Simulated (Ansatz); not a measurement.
# Phonons of Sc3InC (Pm-3m) against volume

Aim: how the phonons of Sc3InC (Pm-3m) shift with volume, and the thermal expansion that follows.

Method: DFT PBEsol, scalar-relativistic, plane waves, PAW; PAW set soft_1, in Ansatz 0.2.0.

Report form: the programs' logs are mostly left out.

### 1. Starting point

The structure is cubic, space group Pm-3m (No. 221). Conventional cell: a = 4.502 Å, b = 4.502 Å, c = 4.502 Å, α = 90.00°, β = 90.00°, γ = 90.00°. Nearest to Sc lie 2 C at 2.25 Å and 4 In at 3.18 Å and 8 Sc at 3.18 Å. Nearest to In lie 12 Sc at 3.18 Å. C has 6 Sc at 2.25 Å nearest. Farther neighbours are not listed.

Structure file:

```cif
data_structure
_symmetry_space_group_name_H-M 'P 1'
_symmetry_Int_Tables_number 1
_cell_length_a 4.5024
_cell_length_b 4.5024
_cell_length_c 4.5024
_cell_angle_alpha 90.000
_cell_angle_beta 90.000
_cell_angle_gamma 90.000
_cell_volume 91.27
loop_
_atom_site_label
_atom_site_type_symbol
_atom_site_fract_x
_atom_site_fract_y
_atom_site_fract_z
_atom_site_occupancy
Sc1 Sc 0.50000 0.00000 0.50000 1
Sc2 Sc 0.00000 0.50000 0.50000 1
Sc3 Sc 0.50000 0.50000 0.00000 1
In4 In 0.00000 0.00000 0.00000 1
C5 C 0.50000 0.50000 0.50000 1
```

### 2. Phonons on a q mesh

The cell comes from relaxations at this level that are not shown. Stability and thermal properties need the whole zone. Linear response on a 4×4×4 q mesh gives force constants as far as a supercell of that size would.

The input, input.yaml:

```yaml
crystal:
  lattice:
    - [4.5023707093, 0.0, 0.0]
    - [0.0, 4.5023707093, 0.0]
    - [0.0, 0.0, 4.5023707093]
  atoms:
    - { symbol: Sc, position: [0.5, 0.0, 0.5] }
    - { symbol: Sc, position: [0.0, 0.5, 0.5] }
    - { symbol: Sc, position: [0.5, 0.5, 0.0] }
    - { symbol: In, position: [0.0, 0.0, 0.0] }
    - { symbol: C, position: [0.5, 0.5, 0.5] }
kpoints:
  mp_grid: { grid: [8, 8, 8] }
hamiltonian:
  xc: pbesol
  pseudopotentials: { kind: paw, azcp: { folder: soft_1 }, xc_functional: pbe }
scf:
  occupations: { method: methfessel_paxton, width: 0.2 }
output:
  eigenvalues: true
phonons:
  method: dfpt
  qmesh: [4, 4, 4]
  temperatures: { t_max: 1000, t_step: 50 }
  qpath:
    path:
      - [[0.0, 0.0, 0.0], [0.0, 0.5, 0.0], [0.5, 0.5, 0.0], [0.0, 0.0, 0.0], [0.5, 0.5, 0.5], [0.0, 0.5, 0.0]]
      - [[0.5, 0.5, 0.5], [0.5, 0.5, 0.0]]
    npoints: 10
```

Run with:

```sh
> ansatz run input.yaml --threads 4 --pin off --max-ram 10240MiB --backend cpu --events-out ev --progress --plain --runs-dir out
```

Run time: 22 min. Hardware: 4 threads of Arm Neoverse V1, shared host; peak memory 3.5 GiB; 87 min of CPU time.

Numbers from this step:

```
volume per atom                                            : 18.25 Å³
gap on the k-mesh                                          : 0 eV
sum-rule residual before enforcement                       : 6.00e-5 eV/Å²
lowest frequency on the path                               : 0 cm⁻¹
point group                                                : m-3m
highest frequency on the path or at a solved wavevector    : 561.6 cm⁻¹
mean frequency                                             : 249.8 cm⁻¹
Debye temperature (second moment)                          : 535 K
logarithmic mean frequency                                 : 213.2 cm⁻¹
highest optical mode at the zone centre (no LO-TO term)    : 448.3 cm⁻¹
lowest optical zone-centre mode                            : 140.4 cm⁻¹
lowest mode on the q mesh (acoustic modes at Γ apart)      : 71.19 cm⁻¹
zero-point energy per atom                                 : 46.45 meV
heat capacity at 300 K                                     : 21.66 J/(mol atoms K)
vibrational entropy at 300 K                               : 26.19 J/(mol atoms K)
edges of the widest gap between branches, on path and mesh : 379.6, 448.3 cm⁻¹
```

Frequencies (cm⁻¹) solved at each irreducible wavevector; negative means imaginary. Frequencies by wavevector, by row:

```csv
q in reciprocal lattice units,star,mode 1,mode 2,mode 3,mode 4,mode 13,mode 14,mode 15
0 0 0,1,0,0,0,140.4,448.3,448.3,448.3
0 0 0.25,6,71.2,71.2,96.2,144.4,458.4,458.4,536.8
0 0 -0.5,3,101.5,101.5,116.9,146.9,468.5,468.5,561.4
0 0.25 0.25,12,85.3,90.1,110.3,152.4,459.1,496.6,529.9
0 0.25 -0.5,12,102.7,105.8,110.6,141.3,462.1,501.6,549.1
0 -0.5 -0.5,3,103,107.3,107.3,110.4,458.2,535.6,535.6
0.25 0.25 0.25,8,96.4,96.4,114.3,147.7,497,497,526.3
0.25 0.25 -0.5,12,106.2,106.9,110.5,139.4,498.4,504.5,543.2
0.25 -0.5 -0.5,6,105.1,108.9,108.9,111.7,501.1,536.3,536.3
-0.5 -0.5 -0.5,1,104.6,104.6,104.6,110.9,536.5,536.5,536.5
```

Symmetry leaves 10 wavevectors to solve. The lowest mode among them, the acoustic zeros apart, lies at q = (0, 0, 0.25) and is real, 71.2 cm⁻¹.

### 3. Relaxing at another volume, volume ratio 0.97

The volume is scaled by 0.97 and held; symmetry leaves nothing to relax, so this is a single point. The modes can then be followed against volume.

input.yaml, the sections that differ from step 2:

```yaml
crystal:
  lattice:
    - [4.4568891078, 0.0, 0.0]
    - [0.0, 4.4568891078, 0.0]
    - [0.0, 0.0, 4.4568891078]
  atoms:
    - { symbol: Sc, position: [0.5, 0.0, 0.5] }
    - { symbol: Sc, position: [0.0, 0.5, 0.5] }
    - { symbol: Sc, position: [0.5, 0.5, 0.0] }
    - { symbol: In, position: [0.0, 0.0, 0.0] }
    - { symbol: C, position: [0.5, 0.5, 0.5] }
output:
  forces: true
  stress: true
  eigenvalues: true
  write_density: true
  write_potential: true
  elf: true
  volumetric_format: npy
# kpoints, hamiltonian, scf: as in step 2
# phonons: removed
```

It took 2.2 s on 4 threads; peak memory 0.44 GiB.

Numbers from this step:

| Quantity | Value |
| --- | --- |
| pressure | 3.416 GPa |
| volume per atom | 17.71 Å³ |

ELF in the ac plane at fractional y = 0.500, with atoms of Sc and C within 0.2 Å of it. It is the smooth field of the valence electrons, not physical close to the nuclei.

Ten even steps from '_' (0.07) to '@' (0.80), each cell a mean:
```
++==::__--##++--##**..__--++
--::..____==####**--____::--
__________..----::__________
..____..==++====++==--____..
##++....**@@@@@@@@%%==__--**
**##++::##@@##++%%@@++::**##
__++##::##@@::__++@@==--##--
--****::##@@++::##@@==--##++
%%##--..##@@@@@@@@@@++..==##
--::__..++########**==____--
________....::::::....______
::....____--**##++..____..::
++==..__::##**++##++____::==
**++::__--%%--__**##..__--++
```
Columns run along a (4.5 Å), rows up along c (4.5 Å). Atoms in or near the plane, at fractional coordinates: Sc at (0.00, 0.50), Sc at (0.50, 0.00), C at (0.50, 0.50).

Valence density in the ac plane at fractional y = 0.500, with atoms of Sc and C within 0.2 Å of it. It is the smooth field of the valence electrons, not physical close to the nuclei.

Values in e/Å³, 14 rows by 14 columns, each cell a mean:
```
0.1 0.1 0.1 0.1 0.5 2.6 6.1 7.1 4.8 1.5 0.3 0.1 0.1 0.1
0.1 0.1 0.1 0.1 0.3 1.1 2.8 3.4 2.1 0.6 0.2 0.1 0.1 0.1
0.1 0.1 0.1 0.1 0.2 0.3 0.7 0.8 0.5 0.3 0.1 0.1 0.1 0.1
0.3 0.2 0.2 0.2 0.2 0.3 0.5 0.5 0.4 0.3 0.2 0.1 0.2 0.3
1.9 1.2 0.4 0.2 0.3 0.5 0.8 0.9 0.7 0.4 0.3 0.3 0.6 1.5
5.8 3.8 1.2 0.4 0.5 0.9 1.4 1.5 1.3 0.7 0.4 0.5 2.1 4.8
8.3 5.8 2.0 0.5 0.6 1.2 1.6 1.6 1.5 0.9 0.5 0.8 3.4 7.1
7.2 4.9 1.6 0.5 0.5 1.1 1.6 1.6 1.4 0.8 0.5 0.7 2.8 6.1
3.2 2.0 0.6 0.3 0.4 0.7 1.1 1.2 0.9 0.5 0.3 0.3 1.1 2.6
0.7 0.4 0.2 0.2 0.2 0.4 0.5 0.6 0.5 0.3 0.2 0.2 0.3 0.5
0.2 0.1 0.1 0.1 0.2 0.3 0.5 0.5 0.4 0.2 0.2 0.1 0.1 0.1
0.1 0.1 0.1 0.1 0.2 0.6 1.6 2.0 1.2 0.4 0.2 0.1 0.1 0.1
0.1 0.1 0.1 0.1 0.4 2.0 4.9 5.8 3.8 1.2 0.2 0.1 0.1 0.1
0.1 0.1 0.1 0.2 0.7 3.2 7.2 8.3 5.8 1.9 0.3 0.1 0.1 0.1
```
Columns run along a (4.5 Å), rows up along c (4.5 Å). Atoms in or near the plane, at fractional coordinates: Sc at (0.00, 0.50), Sc at (0.50, 0.00), C at (0.50, 0.50).

Electrostatic potential energy in the ac plane at fractional y = 0.500, with atoms of Sc and C within 0.2 Å of it. With pseudopotentials it is smooth inside the atoms' cores, unlike the true potential.

Values in eV, 14 rows by 14 columns, each cell a mean:
```
 14  14  12   8  -3 -24 -41 -44 -36 -15   2  10  13  14
 13  13  12   9   3 -10 -24 -27 -19  -4   6  11  13  13
 10  11  11  11   9   4  -2  -4   0   6  10  11  11  10
  1   4   8  11  11  10   8   7   9  11  11  10   6   2
-18 -11   0   9  11   9   2  -2   5  11  11   6  -4 -15
-40 -31 -11   5   9  -2 -26 -33 -17   5   9   0 -19 -36
-47 -40 -18   3   7 -13 -42 -46 -33  -2   7  -4 -27 -44
-45 -36 -15   4   8  -8 -35 -42 -26   2   8  -2 -24 -41
-28 -19  -4   8  11   6  -8 -13  -2   9  10   4 -10 -24
 -5  -1   6  10  12  11   8   7   9  11  11   9   3  -3
  7   9  10  11  10   8   4   3   5   9  11  11   9   8
 12  12  12  10   6  -4 -15 -18 -11   0   8  11  12  12
 14  14  12   9  -1 -19 -36 -40 -31 -11   4  11  13  14
 14  14  12   7  -5 -28 -45 -47 -40 -18   1  10  13  14
```
Columns run along a (4.5 Å; values clipped at the 3rd and 97th percentile), rows up along c (4.5 Å). Atoms in or near the plane, at fractional coordinates: Sc at (0.00, 0.50), Sc at (0.50, 0.00), C at (0.50, 0.50).

### 4. Phonons at the other volume, volume ratio 0.97

The phonons are repeated at this volume on the same k and q meshes.

input.yaml, the sections that differ from step 3:

```yaml
output:
  eigenvalues: true
phonons:
  method: dfpt
  qmesh: [4, 4, 4]
  temperatures: { t_max: 1000, t_step: 50 }
  qpath:
    path:
      - [[0.0, 0.0, 0.0], [0.0, 0.5, 0.0], [0.5, 0.5, 0.0], [0.0, 0.0, 0.0], [0.5, 0.5, 0.5], [0.0, 0.5, 0.0]]
      - [[0.5, 0.5, 0.5], [0.5, 0.5, 0.0]]
    npoints: 10
# crystal, kpoints, hamiltonian, scf: as in step 3
```

Wall time 21 min (4 threads); peak memory 3.5 GiB.

This step gave:

```
sum-rule residual before enforcement                       : 6.16e-5 eV/Å²
highest frequency on the path or at a solved wavevector    : 581.7 cm⁻¹
mean frequency                                             : 259.9 cm⁻¹
Debye temperature (second moment)                          : 557 K
logarithmic mean frequency                                 : 221.5 cm⁻¹
highest optical mode at the zone centre (no LO-TO term)    : 469.9 cm⁻¹
lowest optical zone-centre mode                            : 147.9 cm⁻¹
lowest mode on the q mesh (acoustic modes at Γ apart)      : 73.24 cm⁻¹
zero-point energy per atom                                 : 48.34 meV
heat capacity at 300 K                                     : 21.44 J/(mol atoms K)
vibrational entropy at 300 K                               : 25.38 J/(mol atoms K)
edges of the widest gap between branches, on path and mesh : 397.3, 469.9 cm⁻¹
```

Frequencies (cm⁻¹) solved at each irreducible wavevector; negative means imaginary. Frequencies by wavevector, by row:

```csv
q in reciprocal lattice units,star,mode 1,mode 2,mode 3,mode 4,mode 13,mode 14,mode 15
0 0 0,1,0,0,0,147.9,469.9,469.9,469.9
0 0 0.25,6,73.2,73.2,100.5,151.3,481.8,481.8,557.8
0 0 -0.5,3,105.7,105.7,122.5,152,492.9,492.9,581.4
0 0.25 0.25,12,88.1,93.3,115.3,159.2,483.7,518.7,552
0 0.25 -0.5,12,106,110.7,115.2,145.7,487.7,524.5,569.6
0 -0.5 -0.5,3,105.7,111,111,116.2,485,556.8,556.8
0.25 0.25 0.25,8,99.6,99.6,120,153.9,519.5,519.5,549.7
0.25 0.25 -0.5,12,110.1,110.8,114.8,142.4,521.2,528.5,564.2
0.25 -0.5 -0.5,6,107.1,112.5,112.5,116.5,524.8,557.7,557.7
-0.5 -0.5 -0.5,1,105.7,105.7,105.7,114.6,557.9,557.9,557.9
```

The highest optical mode at the zone centre (no LO-TO term) is 469.9 cm⁻¹, +21.6 cm⁻¹ against the base run.

### 5. Relaxing at another volume, volume ratio 1.03

The volume is scaled by 1.03 and held; symmetry leaves nothing to relax, so this is a single point. The modes can then be followed against volume.

input.yaml, the sections that differ from step 4:

```yaml
crystal:
  lattice:
    - [4.5469515365, 0.0, 0.0]
    - [0.0, 4.5469515365, 0.0]
    - [0.0, 0.0, 4.5469515365]
  atoms:
    - { symbol: Sc, position: [0.5, 0.0, 0.5] }
    - { symbol: Sc, position: [0.0, 0.5, 0.5] }
    - { symbol: Sc, position: [0.5, 0.5, 0.0] }
    - { symbol: In, position: [0.0, 0.0, 0.0] }
    - { symbol: C, position: [0.5, 0.5, 0.5] }
output:
  forces: true
  stress: true
  eigenvalues: true
# kpoints, hamiltonian, scf: as in step 4
# phonons: removed
```

Wall time 1.9 s (4 threads); peak memory 0.44 GiB.

Numbers from this step:

```yaml
pressure: -2.925 GPa
volume_per_atom: 18.80 Å³
```

The run ends at a pressure of -2.92 GPa.

### 6. Phonons at the other volume, volume ratio 1.03

Changes to input.yaml since step 5:

```diff
@@ -19,4 +19,11 @@
 output:
-  forces: true
-  stress: true
   eigenvalues: true
+phonons:
+  method: dfpt
+  qmesh: [4, 4, 4]
+  temperatures: { t_max: 1000, t_step: 50 }
+  qpath:
+    path:
+      - [[0.0, 0.0, 0.0], [0.0, 0.5, 0.0], [0.5, 0.5, 0.0], [0.0, 0.0, 0.0], [0.5, 0.5, 0.5], [0.0, 0.5, 0.0]]
+      - [[0.5, 0.5, 0.5], [0.5, 0.5, 0.0]]
+    npoints: 10
```

Run time: 22 min. Hardware: 4 threads; peak memory 3.6 GiB; 86 min of CPU time.

This step gave:

```
sum-rule residual before enforcement                       : 5.59e-5 eV/Å²
highest frequency on the path or at a solved wavevector    : 542.2 cm⁻¹
mean frequency                                             : 239.9 cm⁻¹
Debye temperature (second moment)                          : 513 K
logarithmic mean frequency                                 : 205.1 cm⁻¹
highest optical mode at the zone centre (no LO-TO term)    : 427.4 cm⁻¹
lowest optical zone-centre mode                            : 133.1 cm⁻¹
lowest mode on the q mesh (acoustic modes at Γ apart)      : 69.16 cm⁻¹
zero-point energy per atom                                 : 44.61 meV
heat capacity at 300 K                                     : 21.88 J/(mol atoms K)
vibrational entropy at 300 K                               : 27.02 J/(mol atoms K)
edges of the widest gap between branches, on path and mesh : 362.7, 427.4 cm⁻¹
```

Frequencies (cm⁻¹) solved at each irreducible wavevector; negative means imaginary. Frequencies by wavevector, by row:

```csv
q in reciprocal lattice units,star,mode 1,mode 2,mode 3,mode 4,mode 13,mode 14,mode 15
0 0 0,1,0,0,0,133.1,427.4,427.4,427.4
0 0 0.25,6,69.2,69.2,92,137.7,435.8,435.8,516.6
0 0 -0.5,3,97.5,97.5,111.5,141.8,445,445,542.1
0 0.25 0.25,12,82.4,86.9,105.4,146,435.4,475.5,508.6
0 0.25 -0.5,12,99.2,101.1,106.2,136.9,437.5,479.6,529.3
0 -0.5 -0.5,3,100.4,103.6,103.6,105,432.4,515.1,515.1
0.25 0.25 0.25,8,93.2,93.2,109,141.7,475.4,475.4,503.9
0.25 0.25 -0.5,12,102.3,103,106.2,135.3,476.5,481.5,522.9
0.25 -0.5 -0.5,6,103.2,105.2,105.2,107,478.3,515.7,515.7
-0.5 -0.5 -0.5,1,103.4,103.4,103.4,107.1,515.9,515.9,515.9
```

The highest optical mode at the zone centre (no LO-TO term) is 427.4 cm⁻¹, -20.9 cm⁻¹ against the base run.

### 7. Grüneisen parameters

The Grüneisen parameter of a mode is minus the logarithmic change of its frequency with volume, −d ln ω / d ln V; weighted by heat capacity it gives the expansion.

This step gave:

```
bulk modulus : 105.7 GPa
```

The phonon branches at the labelled points (cm⁻¹):

| point | branch 1 | branch 2 | branch 3 | branch 4 | branch 12 | branch 13 | branch 14 | branch 15 |
| --- | --- | --- | --- | --- | --- | --- | --- | --- |
| Γ | 0 | 0 | 0 | 140 | 277 | 448 | 448 | 448 |
| halfway | 71 | 71 | 96 | 144 | 290 | 458 | 458 | 537 |
| X | 102 | 102 | 117 | 147 | 308 | 468 | 468 | 561 |
| halfway | 103 | 106 | 111 | 141 | 329 | 462 | 502 | 549 |
| M | 103 | 107 | 107 | 110 | 355 | 458 | 536 | 536 |
| halfway | 85 | 90 | 110 | 152 | 306 | 459 | 497 | 530 |
| Γ | 0 | 0 | 0 | 140 | 277 | 448 | 448 | 448 |
| halfway | 96 | 96 | 114 | 148 | 319 | 497 | 497 | 526 |
| R | 105 | 105 | 105 | 111 | 380 | 536 | 536 | 536 |
| halfway | 106 | 107 | 110 | 139 | 340 | 498 | 504 | 543 |
| X | 102 | 102 | 117 | 147 | 308 | 468 | 468 | 561 |
| jump to R | 105 | 105 | 105 | 111 | 380 | 536 | 536 | 536 |
| halfway | 105 | 109 | 109 | 112 | 361 | 501 | 536 | 536 |
| M | 103 | 107 | 107 | 110 | 355 | 458 | 536 | 536 |

The same for volume x 0.97:

```csv
point,branch 1,branch 2,branch 3,branch 4,branch 12,branch 13,branch 14,branch 15
Γ,0,0,0,148,286,470,470,470
X,106,106,122,152,325,493,493,581
M,106,111,111,116,371,485,557,557
Γ,0,0,0,148,286,470,470,470
R,106,106,106,115,397,558,558,558
X,106,106,122,152,325,493,493,581
R,106,106,106,115,397,558,558,558
M,106,111,111,116,371,485,557,557
```

The same for volume x 1.03:

| point | branch 1 | branch 2 | branch 3 | branch 4 | branch 12 | branch 13 | branch 14 | branch 15 |
| --- | --- | --- | --- | --- | --- | --- | --- | --- |
| Γ | 0 | 0 | 0 | 133 | 267 | 427 | 427 | 427 |
| X | 98 | 98 | 112 | 142 | 293 | 445 | 445 | 542 |
| M | 100 | 104 | 104 | 105 | 340 | 432 | 515 | 515 |
| Γ | 0 | 0 | 0 | 133 | 267 | 427 | 427 | 427 |
| R | 103 | 103 | 103 | 107 | 363 | 516 | 516 | 516 |
| X | 98 | 98 | 112 | 142 | 293 | 445 | 445 | 542 |
| R | 103 | 103 | 103 | 107 | 363 | 516 | 516 | 516 |
| M | 100 | 104 | 104 | 105 | 340 | 432 | 515 | 515 |

Mode Grueneisen parameter -dln(w)/dln(V), modes matched by rank; at Γ the acoustic branches take the value of a neighbouring point of the path. The mode Grüneisen parameters at the labelled points ():

| point | branch 1 | branch 2 | branch 3 | branch 4 | branch 12 | branch 13 | branch 14 | branch 15 |
| --- | --- | --- | --- | --- | --- | --- | --- | --- |
| Γ | 0.75 | 0.75 | 1.58 | 1.76 | 1.14 | 1.58 | 1.58 | 1.58 |
| halfway | 0.94 | 0.94 | 1.47 | 1.57 | 1.42 | 1.67 | 1.67 | 1.28 |
| X | 1.35 | 1.35 | 1.57 | 1.16 | 1.75 | 1.71 | 1.71 | 1.17 |
| halfway | 1.10 | 1.51 | 1.36 | 1.04 | 1.48 | 1.81 | 1.49 | 1.23 |
| M | 0.86 | 1.15 | 1.15 | 1.69 | 1.48 | 1.91 | 1.30 | 1.30 |
| halfway | 1.11 | 1.20 | 1.50 | 1.43 | 1.29 | 1.75 | 1.45 | 1.36 |
| Γ | 0.76 | 1.39 | 1.33 | 1.76 | 1.14 | 1.58 | 1.58 | 1.58 |
| halfway | 1.11 | 1.11 | 1.60 | 1.38 | 1.22 | 1.48 | 1.48 | 1.45 |
| R | 0.37 | 0.37 | 0.37 | 1.13 | 1.52 | 1.30 | 1.30 | 1.30 |
| halfway | 1.22 | 1.22 | 1.30 | 0.85 | 1.40 | 1.49 | 1.55 | 1.27 |
| X | 1.35 | 1.35 | 1.57 | 1.16 | 1.75 | 1.71 | 1.71 | 1.17 |
| jump to R | 0.37 | 0.37 | 0.37 | 1.13 | 1.52 | 1.30 | 1.30 | 1.30 |
| halfway | 0.62 | 1.12 | 1.12 | 1.42 | 1.47 | 1.55 | 1.30 | 1.30 |
| M | 0.86 | 1.15 | 1.15 | 1.69 | 1.48 | 1.91 | 1.30 | 1.30 |

(dS/dlnV)/C_V. The thermodynamic Grueneisen parameter by temperature:

| temperature (K) | thermodynamic Grueneisen parameter |
| --- | --- |
| 50 | 1.20 |
| 100 | 1.21 |
| 150 | 1.23 |
| 200 | 1.25 |
| 250 | 1.25 |
| 300 | 1.26 |
| 350 | 1.26 |
| 400 | 1.27 |
| 450 | 1.27 |
| 500 | 1.27 |
| 550 | 1.27 |
| 600 | 1.27 |
| 650 | 1.27 |
| 700 | 1.27 |
| 750 | 1.27 |
| 800 | 1.27 |
| 850 | 1.27 |
| 900 | 1.27 |
| 950 | 1.27 |
| 1000 | 1.27 |

Gamma C_V/(B V) at the static volume. Table of volume expansion by temperature:

```csv
temperature (K),volume expansion (1e-6/K)
50,4.62
100,12.3
150,17.1
200,20.2
250,22.2
300,23.5
350,24.4
400,25.0
450,25.5
500,25.8
550,26.1
600,26.3
650,26.4
700,26.6
750,26.7
800,26.7
850,26.8
900,26.9
950,26.9
1000,27.0
```

### 8. Outcome

```
bulk modulus                               : 106 GPa
thermodynamic Grüneisen parameter at 300 K : 1.26
volume expansion at 300 K, estimated       : 23.49 × 10⁻⁶ K⁻¹
```

**Reading.** By this estimate the volume grows by 23.5 × 10⁻⁶ per kelvin at 300 K. The highest optical mode at Γ goes from 470 to 427 cm⁻¹ as the cell grows, a Grüneisen parameter of 1.58. Mode parameters on the path run from 0.37 to 2.1, with a median of 1.2. Branches are matched by rank, so values near crossings are rough. The expansion is the Grüneisen estimate at the static volume, with the static bulk modulus. With no gap, or one that is small against the smearing, the frequencies hang on the k mesh and the smearing, most of all near Kohn anomalies. The PAW files were made for PBE and serve the other functionals too.

[Logs are printed without paths, hosts, clocks, repeated set-up lines and the standing remarks that a program may print on its own settings, such as how far it seeks lower states.]

[Hosts, paths, dates, database ids (printed as entryN), source tags and the programs' standing remarks are cut or masked in the printed files.]
